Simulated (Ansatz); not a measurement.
# NaMgI3 (built on the sites of a database entry of CsMgF3): a soft mode frozen in, part 2 of 3

Wanted: the energy along a soft mode of NaMgI3 (built on the sites of a database entry of CsMgF3) and the structure at the end.

Ansatz 0.2.0; DFT r2SCAN, scalar-relativistic, plane waves, PAW.

So far, highest frequency on the path or at a solved wavevector (cm⁻¹): step 2 (the dispersion) 228. Also lowest frequency on the path (cm⁻¹): step 2 -76.2.

The structure was built from a prototype and need not be the compound's stable phase.

## 6. Relaxation from the frozen mode

Starting from the lowest point found, all atoms and the cell are let go, so that strain and other modes of the same symmetry can join in.

input.yaml

```yaml
crystal:
  lattice:
    - [5.7884207145, 0.0, 0.0]
    - [0.0, 5.7884207145, 0.0]
    - [0.0, 0.0, 5.7884207145]
  atoms:
    - { symbol: Na, position: [0.0, -0.0732953062, -0.0732953062] }
    - { symbol: Mg, position: [0.5, 0.4977756392, 0.4977756392] }
    - { symbol: I, position: [0.0, 0.5063799857, 0.5063799857] }
    - { symbol: I, position: [0.5, 0.0009440792, 0.5063799857] }
    - { symbol: I, position: [0.5, 0.5063799857, 0.0009440792] }
kpoints:
  mp_grid: { grid: [4, 4, 4] }
hamiltonian:
  xc: r2scan
scf:
  occupations: { method: fixed }
output:
  forces: true
  stress: true
  eigenvalues: true
relax:
  adjacent_minimum: "off"
  f_tol: 0.002
  max_steps: 120
  cell: { stress_tol: 0.03 }
```

Launch:

```console
$ ansatz run input.yaml --threads 8 --pin off --max-ram 14336MiB --backend cpu --events-out ev --progress --plain --runs-dir out
```

Numbers of over 12 decimals in the logs are rounded to 6 here.

Output:

```text
[...]
Crystal: 5 atoms, lattice volume = 193.946 Å³
Basis set: ecut = 500 eV, 4945 PW (Γ), exchange–correlation on 180×180×180 points (64 copies of the dense FFT grid, shifted against one another)
Bands: 42, of which v1, the nominal top of the filled ones, is band 35 counted from 1 (34 counted from 0)
Symmetry: 4 space group operations
[...]
k-points: 21 of 64 (time reversal used)
[...]
SCF iter   1: F=—  HF=-26004.703158 eV  |F-HF|=—  |Δ(HF+E_count)|=         —  Δρ=4.31e-3  dr2=2.41e-2  dr2_τ=2.36e-3  ethr=1.77e-3  ⟨swp⟩=6.0  Hψ=2998  notcnv=0  defer=95
[...]
SCF iter   6: F=-26004.733631 eV  HF=-26004.733631 eV  |F-HF|=3.61e-8  |Δ(HF+E_count)|=   6.05e-7  Δρ=4.81e-6  dr2=6.19e-8  dr2_τ=1.45e-9  ethr=1.43e-10  ⟨swp⟩=15.8  Hψ=6081  notcnv=0
SCF 1 converged in 6 iterations: F = -26004.733631 eV  dr2 = 6.19e-8
[...]
relax step   1: F+E_penalty+E_count = -26004.73363068 eV  Δ(F+E_penalty+E_count) = +0.000e0 eV  max|allowed force component| = 1.436e-1 eV/Å  Δτ_max = 0.0000 Å  P = +0.133 GPa  Ω = 193.946 Å³  (6 SCF iters, dr2 threshold 1.00e-7 eV, accepted)
Crystal: 5 atoms, lattice volume = 196.563 Å³
Basis set: ecut = 500 eV, 4965 PW (Γ), exchange–correlation on 180×180×180 points (64 copies of the dense FFT grid, shifted against one another)
[...]
iter 1 solved again at ethr=4.16e-5 eV; its pass at ethr=3.10e-3 eV (dr2=2.91e-2 eV) is discarded
[...]
SCF iter   6: F=-26004.756264 eV  HF=-26004.756264 eV  |F-HF|=2.76e-7  |Δ(HF+E_count)|=   1.12e-6  Δρ=1.01e-5  dr2=1.43e-7  dr2_τ=1.30e-8  ethr=7.14e-10  ⟨swp⟩=14.0  Hψ=5320  notcnv=0
SCF 2 converged in 6 iterations: F = -26004.756264 eV  dr2 = 1.43e-7
relax step   2: F+E_penalty+E_count = -26004.75626427 eV  Δ(F+E_penalty+E_count) = -2.263e-2 eV  max|allowed force component| = 1.513e-1 eV/Å  Δτ_max = 0.0825 Å  P = -0.105 GPa  Ω = 196.563 Å³  energy of the carried Pulay correction = -3.017e-4 eV  (6 SCF iters, dr2 threshold 5.00e-7 eV, accepted)
Crystal: 5 atoms, lattice volume = 196.856 Å³
Basis set: ecut = 500 eV, 4993 PW (Γ), exchange–correlation on 180×180×180 points (64 copies of the dense FFT grid, shifted against one another)
[...]
SCF iter   6: F=-26004.805062 eV  HF=-26004.805061 eV  |F-HF|=1.10e-6  |Δ(HF+E_count)|=   5.24e-6  Δρ=1.48e-5  dr2=4.51e-7  dr2_τ=3.78e-8  ethr=7.14e-10  ⟨swp⟩=15.1  Hψ=5506  notcnv=0
SCF 3 converged in 6 iterations: F = -26004.805062 eV  dr2 = 4.51e-7
relax step   3: F+E_penalty+E_count = -26004.80506221 eV  Δ(F+E_penalty+E_count) = -4.880e-2 eV  max|allowed force component| = 8.548e-2 eV/Å  Δτ_max = 0.1951 Å  P = +0.068 GPa  Ω = 196.856 Å³  energy of the carried Pulay correction = -3.352e-4 eV  (6 SCF iters, dr2 threshold 5.00e-7 eV, accepted)
[... from here on, the SCF cycles and remarks between the steps are left out ...]
relax step   4: F+E_penalty+E_count = -26004.82935948 eV  Δ(F+E_penalty+E_count) = -2.430e-2 eV  max|allowed force component| = 5.144e-2 eV/Å  Δτ_max = 0.1948 Å  P = +0.126 GPa  Ω = 198.469 Å³  energy of the carried Pulay correction = -5.189e-4 eV  (6 SCF iters, dr2 threshold 4.57e-7 eV, accepted)
relax step   5: F+E_penalty+E_count = -26004.83206260 eV  Δ(F+E_penalty+E_count) = -2.703e-3 eV  max|allowed force component| = 3.917e-2 eV/Å  Δτ_max = 0.0739 Å  P = -0.072 GPa  Ω = 200.441 Å³  energy of the carried Pulay correction = -7.415e-4 eV  (6 SCF iters, dr2 threshold 3.82e-7 eV, accepted)
relax step   6: F+E_penalty+E_count = -26004.83597826 eV  Δ(F+E_penalty+E_count) = -3.916e-3 eV  max|allowed force component| = 1.069e-2 eV/Å  Δτ_max = 0.0252 Å  P = +0.009 GPa  Ω = 199.546 Å³  energy of the carried Pulay correction = -6.408e-4 eV  (5 SCF iters, dr2 threshold 2.09e-7 eV, accepted)
relax step   7: F+E_penalty+E_count = -26004.83666052 eV  Δ(F+E_penalty+E_count) = -6.823e-4 eV  max|allowed force component| = 1.255e-2 eV/Å  Δτ_max = 0.0083 Å  P = +0.047 GPa  Ω = 199.444 Å³  energy of the carried Pulay correction = -6.292e-4 eV  (6 SCF iters, dr2 threshold 2.64e-8 eV, accepted)
relax step   8: F+E_penalty+E_count = -26004.83703644 eV  Δ(F+E_penalty+E_count) = -3.759e-4 eV  max|allowed force component| = 5.575e-3 eV/Å  Δτ_max = 0.0171 Å  P = +0.023 GPa  Ω = 199.802 Å³  energy of the carried Pulay correction = -6.696e-4 eV  (6 SCF iters, dr2 threshold 1.74e-8 eV, accepted)
relax step   9: F+E_penalty+E_count = -26004.83706383 eV  Δ(F+E_penalty+E_count) = -2.739e-5 eV  max|allowed force component| = 4.553e-3 eV/Å  Δτ_max = 0.0100 Å  P = -0.010 GPa  Ω = 200.243 Å³  energy of the carried Pulay correction = -7.192e-4 eV  (6 SCF iters, dr2 threshold 1.94e-9 eV, accepted)
relax step  10: F+E_penalty+E_count = -26004.83708428 eV  Δ(F+E_penalty+E_count) = -2.045e-5 eV  max|allowed force component| = 2.674e-4 eV/Å  Δτ_max = 0.0044 Å  P = +0.001 GPa  Ω = 200.206 Å³  energy of the carried Pulay correction = -7.150e-4 eV  (6 SCF iters, dr2 threshold 1.30e-9 eV, accepted)
[...]
SCF iter   9: F=-26004.837871 eV  HF=-26004.837871 eV  |F-HF|=0.00e0  |Δ(HF+E_count)|=  3.27e-11  Δρ=1.19e-8  dr2=9.62e-13  dr2_τ=6.13e-15  ethr=1.00e-12  ⟨swp⟩=18.4  Hψ=6227  notcnv=0
SCF 11 converged in 9 iterations: F = -26004.837871 eV  dr2 = 9.62e-13
relax step  11: F+E_penalty+E_count = -26004.83787100 eV  Δ(F+E_penalty+E_count) = -7.867e-4 eV  max|allowed force component| = 2.649e-4 eV/Å  Δτ_max = 0.0000 Å  P = +0.002 GPa  Ω = 200.206 Å³  stress off target by 4.83e-3 GPa  SCF on the basis re-selected at this cell (its energy is not comparable with the rows above)  (9 SCF iters)
basis re-selected at this cell: Δ(F+E_penalty+E_count) = -7.867e-4 eV, ΔP = +0.002 GPa vs the last step (what re-selecting the basis moved, of the pressure what is left beyond the Pulay correction that the steps carried, after the strain that the cell walked since its last selection, with what the two solves' SCF thresholds leave and, on support functions, any second-order correction that the steps lacked; it is no m [...]
SCF converged after 9 iterations
Free energy (F): -26004.837871 eV
[...]
Internal energy: -26004.837871 eV  (E = F + TS)
E sigma→0 (E₀):  -26004.837871 eV
Fermi energy:    2.928420 eV
[...]
--- Forces (eV/Å), atoms counted from 1 ---
  atom   1  Na     0.00000000     0.00022336     0.00022336
  atom   2  Mg     0.00000000    -0.00026159    -0.00026159
  atom   3  I      0.00000000     0.00004777     0.00004777
  atom   4  I     -0.00000000    -0.00010750     0.00011456
  atom   5  I      0.00000000     0.00011456    -0.00010750
  max |Σ_I F_I| component: 1.66e-5 eV/Å
--- Stress (GPa, compression-positive) ---
       -0.000034       0.000000       0.000000
        0.000000       0.003678       0.001152
        0.000000       0.001152       0.003678
  P = ⅓ Tr σ = 0.0024 GPa (0.024 kbar)
--- Band table (eV; the first three rows and the last of 21) ---
  k-point 0: bands = [... 31 lower, 2.1087, 2.2254, 2.2488, 2.4920, 4.7529, 6.5316, 8.7507, 8.8930, ... 3 higher]
  k-point 1: bands = [... 31 lower, 1.8078, 2.0737, 2.1883, 2.2691, 5.5484, 7.1326, 8.8620, 8.9590, ... 3 higher]
  k-point 2: bands = [... 31 lower, 1.5563, 1.9901, 2.1853, 2.2047, 6.7142, 7.7703, 8.2695, 9.1429, ... 3 higher]
  k-point 20: bands = [... 31 lower, 1.8796, 2.6811, 2.8658, 2.9284, 6.8764, 7.8593, 7.9450, 8.1250, ... 3 higher]
--- Relaxed structure (10 steps of the walk, 10 accepted, 1 SCFs on fresh bases) ---
  F+E_penalty+E_count = -26004.83787100 eV   max|allowed force component| = 2.649e-4 eV/Å   (the final SCF, on the basis selected at the relaxed cell)
  cell:  # Å, volume = 200.2056 Å³
    - [5.728747, 0, 0]
    - [0, 5.912196, 0.080847]
    - [0, 0.080847, 5.912196]
  atoms:
    - { symbol: Na, position: [0, -0.132581, -0.132581] }
    - { symbol: Mg, position: [0.5, 0.503285, 0.503285] }
    - { symbol: I, position: [0, 0.503670, 0.503670] }
    - { symbol: I, position: [0.5, 0.015723, 0.548087] }
    - { symbol: I, position: [0.5, 0.548087, 0.015723] }
```

The job ended after 54 s (8 threads of Arm Neoverse V2, shared host; peak memory 1.1 GiB; 6.9 min of CPU time).

Step by step:

```csv
step,energy less that of the first step (eV),largest force component (eV/Å),pressure (GPa),volume (Å³)
1,0.0000,0.1436,0.13,193.95
2,-0.0226,0.1513,-0.11,196.56
3,-0.0714,0.0855,0.07,196.86
4,-0.0957,0.0514,0.13,198.47
5,-0.0984,0.0392,-0.07,200.44
6,-0.1023,0.0107,0.01,199.55
7,-0.1030,0.0126,0.05,199.44
8,-0.1034,0.0056,0.02,199.80
9,-0.1034,0.0046,-0.01,200.24
10,-0.1035,0.0003,0.00,200.21
11*,-0.1042,0.0003,0.00,200.21
```

Relaxation steps marked * repeat the geometry before them on a plane-wave basis chosen anew for their cell, so energy and pressure can jump there.

Forces are held to the 4 operations that the run works with; a distortion that breaks them can't arise in this run.

```csv
"conventional cell, symmetrised",before,after,change
a (Å),5.788,5.729,-1.0 %
b (Å),8.186,8.247,+0.7 %
c (Å),8.186,8.475,+3.5 %
volume (Å³/atom),38.79,40.04,+3.2 %
```

The atoms that moved most (Å, as changes of fractional coordinates times the final cell):

```csv
atom,dx,dy,dz,length
Na1,0.000,-0.355,-0.355,0.502
I4,0.000,0.091,0.248,0.264
I5,0.000,0.248,0.091,0.264
Mg2,0.000,0.033,0.033,0.047
I3,0.000,-0.016,-0.016,0.023
```

Final coordinates:

```cif
data_structure
_symmetry_space_group_name_H-M 'P 1'
_symmetry_Int_Tables_number 1
_cell_length_a 5.7287
_cell_length_b 5.9127
_cell_length_c 5.9127
_cell_angle_alpha 88.433
_cell_angle_beta 90.000
_cell_angle_gamma 90.000
_cell_volume 200.21
loop_
_atom_site_label
_atom_site_type_symbol
_atom_site_fract_x
_atom_site_fract_y
_atom_site_fract_z
_atom_site_occupancy
Na1 Na 0.00000 0.86742 0.86742 1
Mg2 Mg 0.50000 0.50328 0.50328 1
I3 I 0.00000 0.50367 0.50367 1
I4 I 0.50000 0.01572 0.54809 1
I5 I 0.50000 0.54809 0.01572 1
```

Numbers from this step:

```
pressure          : 0.002440 GPa
gap on the k-mesh : 1.824 eV
volume per atom   : 40.04 Å³
```

The distorted start has space group Amm2; the relaxation ends in Amm2.

## 7. The new phase in its own primitive cell

The relaxed structure is symmetrised, reduced to its primitive cell and relaxed tightly, as its phonons need.

input.yaml, the sections that differ from step 6:

```yaml
crystal:
  lattice:
    - [5.7287474362, 0.0, 0.0]
    - [0.0, 4.1233865883, 4.2377216102]
    - [0.0, -4.1233865883, 4.2377216102]
  atoms:
    - { symbol: Na, position: [0.0, 0.8674191345, 0.8674191345] }
    - { symbol: Mg, position: [0.5, 0.5032849904, 0.5032849904] }
    - { symbol: I, position: [0.0, 0.5036697741, 0.5036697741] }
    - { symbol: I, position: [0.5, 0.0157231836, 0.548087301] }
    - { symbol: I, position: [0.5, 0.548087301, 0.0157231836] }
relax:
  adjacent_minimum: "off"
  f_tol: 0.001
  max_steps: 60
  cell: { stress_tol: 0.01 }
# kpoints, hamiltonian, scf, output: as in step 6
```

Output:

```text
[...]
Crystal: 5 atoms, lattice volume = 200.206 Å³
Basis set: ecut = 500 eV, 5069 PW (Γ), exchange–correlation on 180×180×180 points (64 copies of the dense FFT grid, shifted against one another)
Bands: 42, of which v1, the nominal top of the filled ones, is band 35 counted from 1 (34 counted from 0)
Symmetry: 4 space group operations
[...]
cell:  # Å, volume = 200.2056 Å³
    - [5.7287474362, 0.0, 0.0]
    - [0.0, 4.1233865883, 4.2377216102]
    - [0.0, -4.1233865883, 4.2377216102]
  atoms:
    - { symbol: Na, position: [0.0, 0.867419, 0.867419] }
    - { symbol: Mg, position: [0.5, 0.503285, 0.503285] }
    - { symbol: I, position: [0.0, 0.503670, 0.503670] }
    - { symbol: I, position: [0.5, 0.015723, 0.548087] }
    - { symbol: I, position: [0.5, 0.548087, 0.015723] }
[key lines of the parts left out:]
SCF converged after 6 iterations
Free energy (F): -26004.837871 eV
Fermi energy:    2.928419 eV
P = ⅓ Tr σ = 0.0024 GPa (0.024 kbar)
```

Wall time 11 s (8 threads); peak memory 1.1 GiB.

Little changed from the start: no atom moved by 0.005 Å and no cell edge by 0.1 %.

This step gave:

| Item | Value |
| --- | --- |
| direct gap on mesh | 2.261 eV |

The largest force component left is 0.37 meV/Å and the pressure is 0.002 GPa, within the tolerances set. The cell now holds 40.04 Å³/atom.

[end of part 2 of 3]

[Logs are printed without paths, hosts, clocks, repeated set-up lines and the standing remarks that a program may print on its own settings, such as how far it seeks lower states.]

[Hosts, paths, dates, database ids (printed as entryN), source tags and the programs' standing remarks are cut or masked in the printed files.]
